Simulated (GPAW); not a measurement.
# 2H-TaSTe monolayer in an electric field

Wanted: the out-of-plane polarisability of 2H-TaSTe monolayer.

Method: GPAW, PAW setups; layer in a repeated cell with vacuum, relaxation of atoms and in-plane cell, in the first sound run; inputs show where later runs differ, in GPAW 26.7.0.

## Step 1: The starting structure

The cell holds 3 atoms: 1 Te, 1 Ta and 1 S. Its edges and angles: a = 3.657 Å, b = 3.657 Å, c = 21.548 Å, α = 90.0°, β = 90.0°, γ = 120.0°. Vacuum lies along c.

## Step 2: Relaxation

Forces are removed first; all later runs use this geometry.

Input file run.py:

```python
import json
import numpy as np
from ase import Atoms
from ase.filters import FrechetCellFilter
from ase.optimize import BFGS
from gpaw import GPAW, PW

slab = Atoms(
    ['Te', 'Ta', 'S'],
    positions=[
        [-0.00000, 2.11152, 9.00000],
        [0.00000, 0.00000, 11.03135],
        [-0.00000, 2.11152, 12.54841]],
    cell=[[3.65726, 0.0, 0.0], [-1.82863, 3.16728, 0.0], [0.0, 0.0, 21.5484]],
    pbc=[True, True, True])

slab.calc = GPAW(mode=PW(600), xc='PBE', kpts={'size': (9, 9, 1), 'gamma': True},
                 occupations={'name': 'fermi-dirac', 'width': 0.05}, nbands='160%',
                 convergence={'density': 1e-05}, maxiter=200,
                 symmetry={'tolerance': 1e-3}, txt='slab.txt')
result = {}
# The in-plane cell is free; stress needs a cell that repeats along all three vectors
path = []
opt = BFGS(FrechetCellFilter(slab, mask=[1, 1, 0, 0, 0, 1]), maxstep=0.2)
opt.attach(lambda: path.append((slab.get_potential_energy(), slab.positions.tolist(), slab.get_forces().tolist())))
result['relaxed'] = bool(opt.run(fmax=0.02, steps=45))
result['path'] = path
result['cell'] = slab.cell.tolist()
print('in-plane lattice', slab.cell.cellpar().round(4)[[0, 1, 5]])
energy = slab.get_potential_energy()
fermi = slab.calc.get_fermi_level()
v = slab.calc.get_electrostatic_potential().mean((0, 1)) - fermi
n = slab.calc.get_pseudo_density().mean((0, 1))
L = slab.cell[2, 2]
z = np.arange(len(v)) * L / len(v)
low, high = slab.positions[:, 2].min(), slab.positions[:, 2].max()
below, above = np.interp([low - 6.8, high + 6.8], z, v)
slopes = [np.interp(x, z, np.gradient(v, z)) for x in (low - 6.8, high + 6.8)]
eps = np.array([[slab.calc.get_eigenvalues(k, s) for k in range(len(slab.calc.get_ibz_k_points()))]
                for s in range(slab.calc.get_number_of_spins())]) - fermi
top, bottom = eps[eps < 0].max(), eps[eps > 0].min()
dipole = slab.get_dipole_moment()[2]
print(f'energy {energy:.4f} eV, Fermi level {fermi:.4f} eV, dipole {dipole:.5f} e A')
print(f'potential 6.8 A off the faces, from the Fermi level: lower {below:.4f} eV, upper {above:.4f} eV')
print(f'slope of the potential there: lower {slopes[0]:.5f}, upper {slopes[1]:.5f} eV/A')
print(f'nearest levels on the mesh: {top:.4f} and {bottom:.4f} eV')
print('magnetic moment', round(slab.get_magnetic_moment(), 3))
result.update(energy=energy, fermi=fermi, dipole=dipole, below=below, above=above, slopes=slopes, edges=[top, bottom],
              z=z.tolist(), v=v.tolist(), n=n.tolist(), positions=slab.positions.tolist(),
              forces=slab.get_forces(apply_constraint=False).tolist(), moments=slab.get_magnetic_moments().tolist())
json.dump(result, open('result.json', 'w'))
```

Launch:

```
> OMP_NUM_THREADS=1 OPENBLAS_NUM_THREADS=1 python run.py
```

Log:

```text
Step          Energy          fmax
BFGS:    0      -18.864885        1.653165
BFGS:    1      -18.991800        1.319176
BFGS:    2      -19.190028        0.483412
BFGS:    3      -19.201771        0.108770
BFGS:    4      -19.202222        0.068924
BFGS:    5      -19.202552        0.068654
BFGS:    6      -19.202910        0.067045
BFGS:    7      -19.203083        0.044556
BFGS:    8      -19.203143        0.025586
BFGS:    9      -19.203158        0.009055
in-plane lattice [  3.5231   3.5231 120.    ]
energy -19.1879 eV, Fermi level -1.3565 eV, dipole -0.04831 e A
potential 6.8 A off the faces, from the Fermi level: lower 5.0448 eV, upper 5.2167 eV
slope of the potential there: lower -0.03744, upper -0.03755 eV/A
nearest levels on the mesh: -0.0169 and 0.1056 eV
magnetic moment 0.0
```

The job ended after 4.4 min (1 thread of Arm Neoverse V2, shared host; peak memory 0.36 GiB).

This step gave:

```
dipole along the normal                    : -0.04831 e·Å
levels nearest the Fermi level on the mesh : -0.01693, 0.1056 eV from the Fermi level
```

Table of electrostatic potential energy of an electron (without an applied field's), less the Fermi level, planar mean by z:

```csv
z (Å),"electrostatic potential energy of an electron (without an applied field's), less the Fermi level, planar mean (eV)"
0,5.13
1,5.09
2,5.06
3,5.02
4,4.98
5,4.94
6,4.90
7,4.69
8,1.74
9,-20.0
10,-3.55
11,-18.2
12,-8.14
13,-1.81
14,5.10
15,5.36
16,5.34
17,5.30
18,5.26
19,5.23
20,5.19
21,5.15
```

Table of pseudo valence density, planar mean by z:

z (Å), pseudo valence density, planar mean (e/Å³) and a bar:
```
      5.0       0.00 
      5.5       0.00 
      6.0       0.00 
      6.5       0.00 
      7.0       0.01 
      7.5       0.03 #
      8.0       0.13 ####
      8.5       0.29 ########
      9.0       0.13 ####
      9.5       0.33 #########
     10.0       0.33 #########
     10.5       0.49 ##############
     11.0       1.07 ##############################
     11.5       0.64 ##################
     12.0       0.46 #############
     12.5       0.35 ##########
     13.0       0.28 ########
     13.5       0.09 ##
     14.0       0.02 #
     14.5       0.00 
     15.0       0.00 
     15.5       0.00 
     16.0       0.00
```

The relaxation lowered the energy of the cell by 0.339 eV (energies extrapolated to zero smearing; the optimiser's log prints free energies). The largest force left on a free atom is 0.0091 eV/Å.

## Step 3: The slab's potential

The work function is the vacuum plateau of the electrostatic potential less the Fermi level; a dipole layer lets the two faces have plateaus of their own.

This step: GPAW, PAW setups; slab in vacuum (GPAW 26.7.0).

The cell differs from the one that the last finished run ended in (c 21.548 → 21.365 Å).

run.py, as its differences from that of step 2:

```diff
@@ -3,4 +3,2 @@
 from ase import Atoms
-from ase.filters import FrechetCellFilter
-from ase.optimize import BFGS
 from gpaw import GPAW, PW
@@ -10,21 +8,14 @@
     positions=[
-        [-0.00000, 2.11152, 9.00000],
-        [0.00000, 0.00000, 11.03135],
-        [-0.00000, 2.11152, 12.54841]],
-    cell=[[3.65726, 0.0, 0.0], [-1.82863, 3.16728, 0.0], [0.0, 0.0, 21.5484]],
-    pbc=[True, True, True])
+        [0.00000, 2.03407, 9.00000],
+        [-0.00000, 0.00000, 10.94632],
+        [0.00000, 2.03407, 12.36513]],
+    cell=[[3.52312, 0.0, 0.0], [-1.76156, 3.05111, 0.0], [0.0, 0.0, 21.3651]],
+    pbc=[True, True, False])
 
-slab.calc = GPAW(mode=PW(600), xc='PBE', kpts={'size': (9, 9, 1), 'gamma': True},
+slab.calc = GPAW(mode=PW(400), xc='PBE', kpts={'size': (9, 9, 1), 'gamma': True},
                  occupations={'name': 'fermi-dirac', 'width': 0.05}, nbands='160%',
                  convergence={'density': 1e-05}, maxiter=200,
+                 poissonsolver={'dipolelayer': 'xy'},
                  symmetry={'tolerance': 1e-3}, txt='slab.txt')
 result = {}
-# The in-plane cell is free; stress needs a cell that repeats along all three vectors
-path = []
-opt = BFGS(FrechetCellFilter(slab, mask=[1, 1, 0, 0, 0, 1]), maxstep=0.2)
-opt.attach(lambda: path.append((slab.get_potential_energy(), slab.positions.tolist(), slab.get_forces().tolist())))
-result['relaxed'] = bool(opt.run(fmax=0.02, steps=45))
-result['path'] = path
-result['cell'] = slab.cell.tolist()
-print('in-plane lattice', slab.cell.cellpar().round(4)[[0, 1, 5]])
 energy = slab.get_potential_energy()
```

Log:

```text
energy -19.1564 eV, Fermi level -1.3286 eV, dipole -0.03590 e A
potential 6.8 A off the faces, from the Fermi level: lower 4.8381 eV, upper 5.4372 eV
slope of the potential there: lower 0.00006, upper -0.00005 eV/A
nearest levels on the mesh: -0.0169 and 0.1049 eV
magnetic moment 0.0
```

Run time: 24 s. Hardware: 1 thread; peak memory 0.22 GiB.

This step gave:

```
dipole along the normal                    : -0.03590 e·Å
levels nearest the Fermi level on the mesh : -0.01693, 0.1049 eV from the Fermi level
upper work function                        : 5.437 eV
lower work function                        : 4.838 eV
```

The electrostatic potential energy of an electron (without an applied field's), less the Fermi level, planar mean by z:

```csv
z (Å),"electrostatic potential energy of an electron (without an applied field's), less the Fermi level, planar mean (eV)"
0,5.14
1,4.84
2,4.84
3,4.84
4,4.84
5,4.84
6,4.82
7,4.60
8,0.871
9,-20.6
10,-3.59
11,-18.2
12,-9.55
13,-0.175
14,5.20
15,5.43
16,5.44
17,5.44
18,5.44
19,5.44
20,5.44
21,5.41
```

Pseudo valence density, planar mean against z:

| z (Å) | pseudo valence density, planar mean (e/Å³) |
| --- | --- |
| 0.00 | 0 |
| 0.64 | 0 |
| 1.07 | 0 |
| 1.71 | 0 |
| 2.35 | 0 |
| 2.78 | 0 |
| 3.42 | 0 |
| 4.06 | 2.7e-6 |
| 4.49 | 8.6e-6 |
| 5.13 | 5.2e-5 |
| 5.77 | 3.2e-4 |
| 6.20 | 0.00108 |
| 6.84 | 0.00668 |
| 7.48 | 0.0405 |
| 7.91 | 0.122 |
| 8.55 | 0.296 |
| 9.19 | 0.188 |
| 9.61 | 0.366 |
| 10.26 | 0.375 |
| 10.90 | 1.08 |
| 11.54 | 0.532 |
| 11.96 | 0.460 |
| 12.61 | 0.355 |
| 13.25 | 0.136 |
| 13.67 | 0.0381 |
| 14.31 | 0.00483 |
| 14.96 | 6.1e-4 |
| 15.38 | 1.6e-4 |
| 16.02 | 2.2e-5 |
| 16.66 | 2.0e-6 |
| 17.09 | 0 |
| 17.73 | 0 |
| 18.37 | 0 |
| 18.80 | 0 |
| 19.44 | 0 |
| 20.08 | 0 |
| 20.51 | 0 |
| 21.15 | 0 |

The potential is flat to 5.8e-5 eV/Å where it is read, so the vacuum is wide enough.

## Step 4: In a field

A uniform field along the normal polarises the slab; the atoms stay fixed, so this is the electronic response alone.

run.py, as its differences from that of step 3:

```diff
@@ -4,2 +4,3 @@
 from gpaw import GPAW, PW
+from gpaw.external import ConstantElectricField
 
@@ -18,2 +19,3 @@
                  poissonsolver={'dipolelayer': 'xy'},
+                 external=ConstantElectricField(-0.2, [0, 0, 1]),
                  symmetry={'tolerance': 1e-3}, txt='slab.txt')
```

Log:

```text
energy -19.1702 eV, Fermi level -1.3063 eV, dipole -0.10234 e A
potential 6.8 A off the faces, from the Fermi level: lower 4.2437 eV, upper 5.9664 eV
slope of the potential there: lower 0.00006, upper -0.00005 eV/A
nearest levels on the mesh: -0.0169 and 0.1089 eV
magnetic moment 0.0
```

Wall time 90 s (1 thread); peak memory 0.3 GiB.

This step gave:

```
dipole along the normal                                         : -0.1023 e·Å
levels nearest the Fermi level on the mesh                      : -0.01694, 0.1089 eV from the Fermi level
potential below the slab, the applied field's own ramp left out : 4.244 eV from the Fermi level
potential above the slab, the applied field's own ramp left out : 5.966 eV from the Fermi level
```

Electrostatic potential energy of an electron (without an applied field's), less the Fermi level, planar mean against z:

z (Å), electrostatic potential energy of an electron (without an applied field's), less the Fermi level, planar mean (eV) and a bar from the least value:
```
        0        5.1 #############################
        1        4.2 ############################
        2        4.2 ############################
        3        4.2 ############################
        4        4.2 ############################
        5        4.2 ############################
        6        4.2 ############################
        7        4.0 ############################
        8        0.4 ########################
        9      -20.9 
       10       -3.7 ###################
       11      -18.2 ###
       12       -9.3 #############
       13        0.3 ########################
       14        5.7 ##############################
       15        6.0 ##############################
       16        6.0 ##############################
       17        6.0 ##############################
       18        6.0 ##############################
       19        6.0 ##############################
       20        6.0 ##############################
       21        5.9 ##############################
```

The dipole is now -0.102 e Å, against -0.036 in the run without a field.

## Step 5: Field on

run.py, as its differences from that of step 4:

```diff
@@ -19,3 +19,3 @@
                  poissonsolver={'dipolelayer': 'xy'},
-                 external=ConstantElectricField(-0.2, [0, 0, 1]),
+                 external=ConstantElectricField(-0.1, [0, 0, 1]),
                  symmetry={'tolerance': 1e-3}, txt='slab.txt')
```

Log:

```text
energy -19.1616 eV, Fermi level -1.3170 eV, dipole -0.06898 e A
potential 6.8 A off the faces, from the Fermi level: lower 4.5402 eV, upper 5.7013 eV
slope of the potential there: lower 0.00006, upper -0.00005 eV/A
nearest levels on the mesh: -0.0170 and 0.1069 eV
magnetic moment 0.0
```

Elapsed: 89 s, on 1 thread; peak memory 0.3 GiB.

Numbers from this step:

| Quantity | Value |
| --- | --- |
| dipole along the normal | -0.06898 e·Å |
| levels nearest the Fermi level on the mesh | -0.01695, 0.1069 eV from the Fermi level |
| potential below the slab, the applied field's own ramp left out | 4.540 eV from the Fermi level |
| potential above the slab, the applied field's own ramp left out | 5.701 eV from the Fermi level |

Table of electrostatic potential energy of an electron (without an applied field's), less the Fermi level, planar mean by z:

| z (Å) | electrostatic potential energy of an electron (without an applied field's), less the Fermi level, planar mean (eV) |
| --- | --- |
| 0 | 5.12 |
| 1 | 4.54 |
| 2 | 4.54 |
| 3 | 4.54 |
| 4 | 4.54 |
| 5 | 4.54 |
| 6 | 4.53 |
| 7 | 4.31 |
| 8 | 0.624 |
| 9 | -20.7 |
| 10 | -3.65 |
| 11 | -18.2 |
| 12 | -9.42 |
| 13 | 0.0410 |
| 14 | 5.46 |
| 15 | 5.69 |
| 16 | 5.70 |
| 17 | 5.70 |
| 18 | 5.70 |
| 19 | 5.70 |
| 20 | 5.70 |
| 21 | 5.64 |

The dipole is now -0.0690 e Å, against -0.036 in the run without a field.

## Step 6: Field on

run.py, as its differences from that of step 5:

```diff
@@ -19,3 +19,3 @@
                  poissonsolver={'dipolelayer': 'xy'},
-                 external=ConstantElectricField(-0.1, [0, 0, 1]),
+                 external=ConstantElectricField(-0.05, [0, 0, 1]),
                  symmetry={'tolerance': 1e-3}, txt='slab.txt')
```

Log:

```text
energy -19.1586 eV, Fermi level -1.3227 eV, dipole -0.05229 e A
potential 6.8 A off the faces, from the Fermi level: lower 4.6890 eV, upper 5.5691 eV
slope of the potential there: lower 0.00006, upper -0.00005 eV/A
nearest levels on the mesh: -0.0169 and 0.1059 eV
magnetic moment 0.0
```

It took 85 s on 1 thread; peak memory 0.31 GiB.

## Step 7: Field on

run.py, as its differences from that of step 6:

```diff
@@ -19,3 +19,3 @@
                  poissonsolver={'dipolelayer': 'xy'},
-                 external=ConstantElectricField(-0.05, [0, 0, 1]),
+                 external=ConstantElectricField(0.05, [0, 0, 1]),
                  symmetry={'tolerance': 1e-3}, txt='slab.txt')
```

Log:

```text
energy -19.1550 eV, Fermi level -1.3347 eV, dipole -0.01888 e A
potential 6.8 A off the faces, from the Fermi level: lower 4.9877 eV, upper 5.3055 eV
slope of the potential there: lower 0.00006, upper -0.00005 eV/A
nearest levels on the mesh: -0.0169 and 0.1039 eV
magnetic moment 0.0
```

It took 86 s on 1 thread; peak memory 0.31 GiB.

## Step 8: In a field

run.py, as its differences from that of step 7:

```diff
@@ -19,3 +19,3 @@
                  poissonsolver={'dipolelayer': 'xy'},
-                 external=ConstantElectricField(0.05, [0, 0, 1]),
+                 external=ConstantElectricField(0.1, [0, 0, 1]),
                  symmetry={'tolerance': 1e-3}, txt='slab.txt')
```

Log:

```text
energy -19.1545 eV, Fermi level -1.3410 eV, dipole -0.00217 e A
potential 6.8 A off the faces, from the Fermi level: lower 5.1376 eV, upper 5.1741 eV
slope of the potential there: lower 0.00006, upper -0.00005 eV/A
nearest levels on the mesh: -0.0169 and 0.1029 eV
magnetic moment 0.0
```

It took 89 s on 1 thread; peak memory 0.3 GiB.

Table of electrostatic potential energy of an electron (without an applied field's), less the Fermi level, planar mean by z:

```csv
z (Å),"electrostatic potential energy of an electron (without an applied field's), less the Fermi level, planar mean (eV)"
0,5.16
1,5.14
2,5.14
3,5.14
4,5.14
5,5.14
6,5.12
7,4.89
8,1.12
9,-20.4
10,-3.53
11,-18.3
12,-9.68
13,-0.391
14,4.95
15,5.17
16,5.17
17,5.17
18,5.17
19,5.17
20,5.17
21,5.17
```

The dipole is now -0.00217 e Å, against -0.036 in the run without a field.

## Step 9: Field on

run.py, as its differences from that of step 8:

```diff
@@ -19,3 +19,3 @@
                  poissonsolver={'dipolelayer': 'xy'},
-                 external=ConstantElectricField(0.1, [0, 0, 1]),
+                 external=ConstantElectricField(0.2, [0, 0, 1]),
                  symmetry={'tolerance': 1e-3}, txt='slab.txt')
```

Log:

```text
energy -19.1559 eV, Fermi level -1.3544 eV, dipole 0.03129 e A
potential 6.8 A off the faces, from the Fermi level: lower 5.4388 eV, upper 4.9120 eV
slope of the potential there: lower 0.00006, upper -0.00006 eV/A
nearest levels on the mesh: -0.0168 and 0.1009 eV
magnetic moment 0.0
```

The job ended after 85 s (1 thread; peak memory 0.31 GiB).

Electrostatic potential energy of an electron (without an applied field's), less the Fermi level, planar mean against z:

z (Å), electrostatic potential energy of an electron (without an applied field's), less the Fermi level, planar mean (eV) and a bar from the least value:
```
        0        5.2 ##############################
        1        5.4 ##############################
        2        5.4 ##############################
        3        5.4 ##############################
        4        5.4 ##############################
        5        5.4 ##############################
        6        5.4 ##############################
        7        5.2 ##############################
        8        1.4 #########################
        9      -20.3 
       10       -3.5 ####################
       11      -18.3 ##
       12       -9.8 ############
       13       -0.6 #######################
       14        4.7 #############################
       15        4.9 #############################
       16        4.9 #############################
       17        4.9 #############################
       18        4.9 #############################
       19        4.9 #############################
       20        4.9 #############################
       21        4.9 #############################
```

The dipole is now 0.0313 e Å, against -0.036 in the run without a field.

[end of part 1 of 2]

[Logs are printed without paths, hosts, clocks, repeated set-up lines and the standing remarks that a program may print on its own settings, such as how far it seeks lower states.]

[Hosts, paths, dates, database ids (printed as entryN), source tags and the programs' standing remarks are cut or masked in the printed files.]
